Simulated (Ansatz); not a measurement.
# What SrLiH3 (model cell, started as cubic perovskite with Sr in the octahedra) distorts into, part 3 of 3

Aim: this structure of SrLiH3 (model cell, started as cubic perovskite with Sr in the octahedra) is to be tested for unstable modes, and one is followed downhill.

Ansatz 0.2.0; DFT PBEsol, scalar-relativistic, plane waves, PAW; PAW set soft_1.

So far. Step 5 (Energy along the mode, all amplitudes (two of the runs …): The energy still falls at the last step, so the rise lies beyond the steps tried. Step 7 (The new phase in its own primitive cell): The largest force component left is 0.19 meV/Å and the pressure is 0.003 GPa, within the tolerances set. The cell now holds 15.94 Å³/atom. The relaxed cell has a = 5.706, c = 16.965 Å (conventional setting).

The structure was built from a prototype and need not be the compound's stable phase.

**8. Modes of the new phase, k-mesh 6×6×6**

A relaxed structure may still be a saddle point, so its zone-centre modes are computed. The response to a homogeneous field gives the Born charges and the dielectric tensor.

input.yaml

```yaml
crystal:
  lattice:
    - [2.8529679138, 1.647161793, 5.6549075091]
    - [-2.8529679138, 1.647161793, 5.6549075091]
    - [0.0, -3.2943235861, 5.6549075091]
  atoms:
    - { symbol: Li, position: [0.75, 0.75, 0.75] }
    - { symbol: Li, position: [0.25, 0.25, 0.25] }
    - { symbol: Sr, position: [0.5, 0.5, 0.5] }
    - { symbol: Sr, position: [0.0, 0.0, 0.0] }
    - { symbol: H, position: [0.063675505, 0.75, 0.436324495] }
    - { symbol: H, position: [0.936324495, 0.25, 0.563675505] }
    - { symbol: H, position: [0.436324495, 0.063675505, 0.75] }
    - { symbol: H, position: [0.563675505, 0.936324495, 0.25] }
    - { symbol: H, position: [0.25, 0.563675505, 0.936324495] }
    - { symbol: H, position: [0.75, 0.436324495, 0.063675505] }
kpoints:
  mp_grid: { grid: [6, 6, 6] }
hamiltonian:
  xc: pbesol
  pseudopotentials: { kind: paw, azcp: { folder: soft_1 }, xc_functional: pbe }
scf:
  occupations: { method: fixed }
output:
  eigenvalues: true
phonons:
  method: dfpt
  dielectric: true
  rigid_motions: translations
```

The run is started by

```bash
$ ansatz run input.yaml --threads 8 --pin off --max-ram 16384MiB --backend cpu --events-out ev --progress --plain --runs-dir out
```

The program printed:

```text
[...]
Crystal: 10 atoms, lattice volume = 159.445 Å³
Basis set: ecut = 420 eV, 3121 PW (Γ), exchange–correlation on 96×96×96 points (8 copies of the dense FFT grid, shifted against one another)
Bands: 26, of which v1, the nominal top of the filled ones, is band 16 counted from 1 (15 counted from 0)
Symmetry: 12 space group operations
k-points: 112 of 216 (irreducible under 1 space group operation, time reversal used)
[...]
SCF iter   1: F=—  HF=-7489.551440 eV  |F-HF|=—  |Δ(HF+E_count)|=         —  Δρ=5.50e-2  dr2=5.68e0  ethr=3.10e-3  ⟨swp⟩=5.5  Hψ=13326  notcnv=0  defer=768
[...]
SCF iter   9: F=-7487.789128 eV  HF=-7487.789128 eV  |F-HF|=9.09e-13  |Δ(HF+E_count)|=  3.79e-10  Δρ=7.47e-8  dr2=7.17e-12  ethr=1.00e-12  ⟨swp⟩=21.7  Hψ=29347  notcnv=0
SCF 1 converged in 9 iterations: F = -7487.789128 eV  dr2 = 7.17e-12
[...]
NSCF: frozen V_eff on 6 k-points
DFPT response loops at Γ: preconditioner auto → Resta (q_TF=auto, 2.088 Å⁻¹)  ε∞=5.5 (no band partly filled); β = 1.00, the filter's whole step (`scf.mixing.beta` (0.50) is not read by the response loops at its default; to damp them type it under 1.00, their step now; it binds the ground state too); Broyden in place of MSR1
── the response to a field inside a basis, on 6×6×6 k-points: an SCF that follows is theirs, and a resumed run solves both again ──
Bands: 17, of which v1, the nominal top of the filled ones, is band 16 counted from 1 (15 counted from 0)
k-points: 28 of 216
[...]
Eigensolver: Dense (28 Hₖ)
SCF iter   1: F=—  HF=-7487.783343 eV  |F-HF|=—  |Δ(HF+E_count)|=         —  Δρ=1.06e-4  dr2=5.49e-6  ethr=1.00e-1
[...]
SCF iter   3: F=-7487.783348 eV  HF=-7487.783348 eV  |F-HF|=4.53e-8  |Δ(HF+E_count)|=   1.91e-6  Δρ=5.59e-6  dr2=6.03e-8  ethr=4.82e-9
SCF 1 converged in 3 iterations: F = -7487.783348 eV  dr2 = 6.03e-8
[...]
SCF converged after 9 iterations
Free energy (F): -7487.789128 eV
[...]
Internal energy: -7487.789128 eV  (E = F + TS)
E sigma→0 (E₀):  -7487.789128 eV
Fermi energy:    1.539209 eV
[...]
--- Band table (eV; the first three rows and the last of 112) ---
  k-point 0: bands = [... 12 lower, 0.0561, 0.9020, 1.5392, 1.5392, 3.5225, 4.6929, 4.6929, 7.5368, ... 6 higher]
  k-point 1: bands = [... 12 lower, 0.1199, 0.8577, 1.2741, 1.3459, 3.7602, 4.8063, 4.9304, 6.9736, ... 6 higher]
  k-point 2: bands = [... 12 lower, 0.2885, 0.7216, 0.7715, 0.9641, 4.3003, 4.8931, 5.4057, 6.6065, ... 6 higher]
  k-point 111: bands = [... 12 lower, 0.7014, 0.7014, 0.7014, 0.7014, 5.7468, 5.7468, 5.7468, 5.7468, ... 6 higher]
--- Phonons (Γ-DFPT): 6 representative perturbations + reference, on 112 of 216 k-points (Σ response iterations 20) ---
  k mesh reduced under 1 symmetry operation, with k and −k counted as one. Each operation leaves every solved perturbation unchanged. A smaller set is not considered because the run solves the response to a homogeneous field
  ASR residual: 2.159e-4 → 0.000e0 eV/Å²; symmetrization residual: 2.584e-5 eV/Å²
  ASR residual per site (eV/Å²): 2.09e-5 2.09e-5 2.16e-4 2.16e-4 1.24e-5 1.24e-5 1.24e-5 1.24e-5 1.24e-5 1.24e-5
  Γ frequencies (cm⁻¹): -268.46 -235.41 -235.41 -78.32 0.00 0.00 0.00 121.42 121.42 134.48 193.42 240.52 240.52 303.80 303.80 502.42 502.42 595.17 887.96 904.14 904.14 959.62 959.62 1010.71 1014.00 1014.00 1022.30 1030.29 1030.29 1057.66
  ε∞ (high-frequency dielectric tensor):
        3.338315     0.000000     0.000000
        0.000000     3.338315    -0.000000
        0.000000    -0.000000     3.552258
  softest optical mode at Γ: -268.46 cm⁻¹; the repairs (sum rule, projections) moved no ω² at Γ by more than (14.58 cm⁻¹)²
  Born effective charges Z* (e; rows j = field, columns β = displacement):
    site 0:
         0.76598   -0.00000    0.00000
         0.00000    0.76598   -0.00000
         0.00000   -0.00000    0.89802
    site 1:
         0.76598   -0.00000    0.00000
         0.00000    0.76598   -0.00000
         0.00000   -0.00000    0.89802
    site 2:
         2.07707    0.04048    0.00000
        -0.04048    2.07707    0.00000
        -0.00000    0.00000    2.03557
    site 3:
         2.07707   -0.04048   -0.00000
         0.04048    2.07707    0.00000
         0.00000    0.00000    2.03557
    site 4:
        -0.96790    0.03502   -0.04837
         0.03502   -0.92747    0.02793
        -0.05601    0.03233   -0.97786
    site 5:
        -0.96790    0.03502   -0.04837
         0.03502   -0.92747    0.02793
        -0.05601    0.03233   -0.97786
    site 6:
        -0.90725   -0.00000   -0.00000
         0.00000   -0.98812   -0.05586
        -0.00000   -0.06467   -0.97786
    site 7:
        -0.90725   -0.00000   -0.00000
         0.00000   -0.98812   -0.05586
        -0.00000   -0.06467   -0.97786
    site 8:
        -0.96790   -0.03502    0.04837
        -0.03502   -0.92747    0.02793
         0.05601    0.03233   -0.97786
    site 9:
        -0.96790   -0.03502    0.04837
        -0.03502   -0.92747    0.02793
         0.05601    0.03233   -0.97786
  Z* charge neutrality: 2.576e-3 e pre-enforcement
  solved inside a basis spanned on kpoints, on 6×6×6 k-points, its susceptibility summed on 10×10×10: ε∞ is read to err by 9.0e-3, Z* by 1.1e-2 e (field_mesh: kpoints solves on kpoints); Z* is corrected for what the basis lacks
  optical modes at Γ without the LO–TO term, one row a degenerate level:
      ω (cm⁻¹)  modes    IR ((D/Å)²/amu)
       -268.46      1            73.8870
       -235.41      2            53.8149
        -78.32      1             0.0000
        121.42      2             0.9988
        134.48      1             0.0000
        193.42      1             2.0186
        240.52      2             0.0000
[...]
optical modes at Γ + LO–TO along q̂ = [1.0000, 0.0000, 0.0000]:
      ω (cm⁻¹)  modes    IR ((D/Å)²/amu)
[...]
optical modes at Γ + LO–TO along q̂ = [0.0000, 1.0000, 0.0000]:
      ω (cm⁻¹)  modes    IR ((D/Å)²/amu)
[...]
optical modes at Γ + LO–TO along q̂ = [0.0000, 0.0000, 1.0000]:
      ω (cm⁻¹)  modes    IR ((D/Å)²/amu)
[...]
303.80      2             0.8269
        377.26      1            36.2940
        502.42      2             0.0000
        595.17      1             0.0000
        904.14      2           180.2215
        959.62      2             0.0000
       1010.71      1             0.0000
       1014.00      2            24.0293
       1022.30      1             0.0000
       1030.29      2             0.0000
       1051.05      1           102.1545
       1057.66      1             0.0000
```

It took 52 s on 8 threads of Intel Xeon at 2.60GHz (Ice Lake), shared host; peak memory 2 GiB.

Numbers from this step:

* sum-rule residual before enforcement: 2.16e-4 eV/Å²
* miss of the charge sum rule: 0.002576 e
* estimated error of the dielectric tensor: 0.009000
* estimated error of the Born charges: 0.01120 e
* point group: -3m
* highest optical mode at the zone centre (no LO-TO term): 1058 cm⁻¹
* lowest optical zone-centre mode: -268.5 cm⁻¹
* mean high-frequency dielectric constant: 3.410
* largest Born charge (third of the trace): 2.063 e
* top of the zone-centre spectrum with the field: 1142 cm⁻¹

Without the LO-TO term. Patterns of degenerate modes are one choice out of their space. The modes at Γ (shares of kinetic energy by element, %) (negative means imaginary):

| mode | frequency (cm⁻¹) | symmetry | Li % | Sr % | H % |
| --- | --- | --- | --- | --- | --- |
| 1 | -268.5 | A2u | 14 | 0 | 86 |
| 2 | -235.4 | Eu | 1 | 3 | 97 |
| 3 | -235.4 | Eu | 1 | 3 | 97 |
| 4 | -78.3 | A2g | 94 | 0 | 6 |
| 5 | 0.0 | acoustic | 7 | 90 | 3 |
| 6 | 0.0 | acoustic | 7 | 90 | 3 |
| 7 | 0.0 | acoustic | 7 | 90 | 3 |
| 8 | 121.4 | Eu | 0 | 98 | 2 |
| 9 | 121.4 | Eu | 0 | 98 | 2 |
| 10 | 134.5 | A1u | 0 | 100 | 0 |
| 11 | 193.4 | A2u | 79 | 9 | 12 |
| 12 | 240.5 | Eg | 69 | 0 | 31 |
| 13 | 240.5 | Eg | 69 | 0 | 31 |
| 14 | 303.8 | Eu | 81 | 8 | 10 |
| 15 | 303.8 | Eu | 81 | 8 | 10 |
| 16 | 502.4 | Eg | 23 | 0 | 77 |
| 17 | 502.4 | Eg | 23 | 0 | 77 |
| 18 | 595.2 | A2g | 6 | 0 | 94 |
| 19 | 888.0 | A2u | 0 | 1 | 99 |
| 20 | 904.1 | Eu | 5 | 1 | 94 |
| 21 | 904.1 | Eu | 5 | 1 | 94 |
| 22 | 959.6 | Eg | 2 | 0 | 98 |
| 23 | 959.6 | Eg | 2 | 0 | 98 |
| 24 | 1010.7 | A1g | 0 | 0 | 100 |
| 25 | 1014.0 | Eu | 5 | 0 | 94 |
| 26 | 1014.0 | Eu | 5 | 0 | 94 |
| 27 | 1022.3 | A1u | 0 | 0 | 100 |
| 28 | 1030.3 | Eg | 6 | 0 | 94 |
| 29 | 1030.3 | Eg | 6 | 0 | 94 |
| 30 | 1057.7 | A2g | 0 | 0 | 100 |

Displacements in mode 1 (-268.5 cm⁻¹), the largest set to 1:
```
Li1  0.00  0.00 -0.35
Li2  0.00  0.00 -0.35
Sr3  0.00  0.00 -0.01
Sr4  0.00  0.00 -0.01
H5  -0.73  0.42  1.00
H6  -0.73  0.42  1.00
H7   0.00 -0.84  1.00
H8   0.00 -0.84  1.00
H9   0.73  0.42  1.00
H10  0.73  0.42  1.00
```

Displacements in mode 22 (959.6 cm⁻¹), the largest set to 1:
```
Li1  0.00 -0.08  0.00
Li2  0.00  0.08  0.00
Sr3  0.00  0.00  0.00
Sr4  0.00  0.00  0.00
H5  -0.30  0.51 -0.46
H6   0.30 -0.51  0.46
H7   0.00  1.00  0.91
H8   0.00 -1.00 -0.91
H9  -0.27 -0.50  0.44
H10  0.27  0.50 -0.44
```

Optical modes at the zone centre, without and with the macroscopic field of the longitudinal modes; each column is sorted by frequency, so a row need not hold one and the same mode. Modes with and without the field, by row:

| rank among optical modes | no field (cm⁻¹) | q along (1, 0, 0) (cm⁻¹) | q along (0, 0, 1) (cm⁻¹) |
| --- | --- | --- | --- |
| 1 | -268.5 | -268.5 | -235.4 |
| 2 | -235.4 | -235.4 | -235.4 |
| 3 | -235.4 | -78.3 | -78.3 |
| 4 | -78.3 | 79.2 | 121.4 |
| 5 | 121.4 | 121.4 | 121.4 |
| 6 | 121.4 | 134.5 | 134.5 |
| 7 | 134.5 | 158.8 | 178.4 |
| 8 | 193.4 | 193.4 | 240.5 |
| 9 | 240.5 | 240.5 | 240.5 |
| 10 | 240.5 | 240.5 | 303.8 |
| 11 | 303.8 | 303.8 | 303.8 |
| 12 | 303.8 | 307.2 | 377.3 |
| 13 | 502.4 | 502.4 | 502.4 |
| 14 | 502.4 | 502.4 | 502.4 |
| 15 | 595.2 | 595.2 | 595.2 |
| 16 | 888 | 888 | 904.1 |
| 17 | 904.1 | 904.1 | 904.1 |
| 18 | 904.1 | 959.6 | 959.6 |
| 19 | 959.6 | 959.6 | 959.6 |
| 20 | 959.6 | 994.3 | 1011 |
| 21 | 1011 | 1011 | 1014 |
| 22 | 1014 | 1014 | 1014 |
| 23 | 1014 | 1022 | 1022 |
| 24 | 1022 | 1030 | 1030 |
| 25 | 1030 | 1030 | 1030 |
| 26 | 1030 | 1058 | 1051 |
| 27 | 1058 | 1142 | 1058 |

Born charge (rows field, columns displacement) (e), principal values of the symmetric part by kind of site:

| atom | atoms with these values | low | middle | high | mean |
| --- | --- | --- | --- | --- | --- |
| Li1 | 2 | 0.77 | 0.77 | 0.90 | 0.81 |
| Sr3 | 2 | 2.04 | 2.08 | 2.08 | 2.06 |
| H5 | 6 | -1.04 | -0.92 | -0.91 | -0.96 |

In full for Sr3:

```
 2.08  0.04  0.00
-0.04  2.08  0.00
 0.00  0.00  2.04
```

High-frequency dielectric tensor:

```
3.34 0.00 0.00
0.00 3.34 0.00
0.00 0.00 3.55
```

Transverse modes; imaginary modes are left out. Infrared lines, with heights relative to the strongest:

| position (cm⁻¹) | label | relative intensity |
| --- | --- | --- |
| 121 | Eu | 0.6 |
| 134 | A1u | 0.0 |
| 193 | A2u | 1.1 |
| 240 | Eg | 0.0 |
| 304 | Eu | 0.5 |
| 502 | Eg | 0.0 |
| 595 | A2g | 0.0 |
| 888 | A2u | 35 |
| 904 | Eu | 100 |
| 960 | Eg | 0.0 |
| 1011 | A1g | 0.0 |
| 1014 | Eu | 13 |
| 1022 | A1u | 0.0 |
| 1030 | Eg | 0.0 |
| 1058 | A2g | 0.0 |

Before it was imposed, the acoustic sum rule was missed by 2.2e-4 eV/Å² and the charge sum rule by 0.0026 e. Small misses are needed for a sound result but don't prove that mesh and cutoff are converged. The lowest optical mode is imaginary, 268.5i cm⁻¹, so the energy falls along it.

**9. What came out**

- unstable mode of the parent: q = (-0.5, -0.5, -0.5), 560i cm⁻¹
- depth at the lowest point sampled: 103 meV/atom
- largest atomic shift at that point: 0.6 Å
- space group reached: R-3c
- energy gained over the parent (first relaxation, on the mesh of the frozen mode): 312 meV/atom
- volume per atom, phase reached: 15.9 Å³
- gap on the k-mesh, phase reached: 1.98 eV
- lowest optical zone-centre mode, phase reached: -268 cm⁻¹
- highest optical mode at the zone centre (no LO-TO term), phase reached: 1058 cm⁻¹

What this shows: Along this mode the structure falls into R-3c, 312 meV/atom below the parent. At the parent's cell the well is 102.6 meV/atom deep on the steps tried, with its lowest point at a shift of 0.6 Å. That is the last step tried, so the steps alone don't bracket the bottom of the well. Relaxing atoms and cell changes the gain by +209.13 meV/atom against the lowest step (energies at zero smearing). Most of the total comes from this relaxation. The new phase still has an imaginary mode at the zone centre of its cell, so it is a saddle point on the way to a lower structure. Of the 4 patterns followed from this parent, this one reaches the lowest energy. Each path keeps the symmetry of its pattern, so a lower phase may lie along a pattern not tried. The volume moved by more than a tenth on the k mesh of the start, so the energy gain is rough. The PAW files were made for PBE and serve the other functionals too. The starting cell was built on a prototype and not taken from a measurement, so the phase need not exist.

[Long decimals in the printed logs are rounded to 6 places.]

[Logs are printed without paths, hosts, clocks, repeated set-up lines and the standing remarks that a program may print on its own settings, such as how far it seeks lower states.]

[Hosts, paths, dates, database ids (printed as entryN), source tags and the programs' standing remarks are cut or masked in the printed files.]

[Where the starting crystal was built by hand or by swapping elements, it need not be the compound's stable phase.]
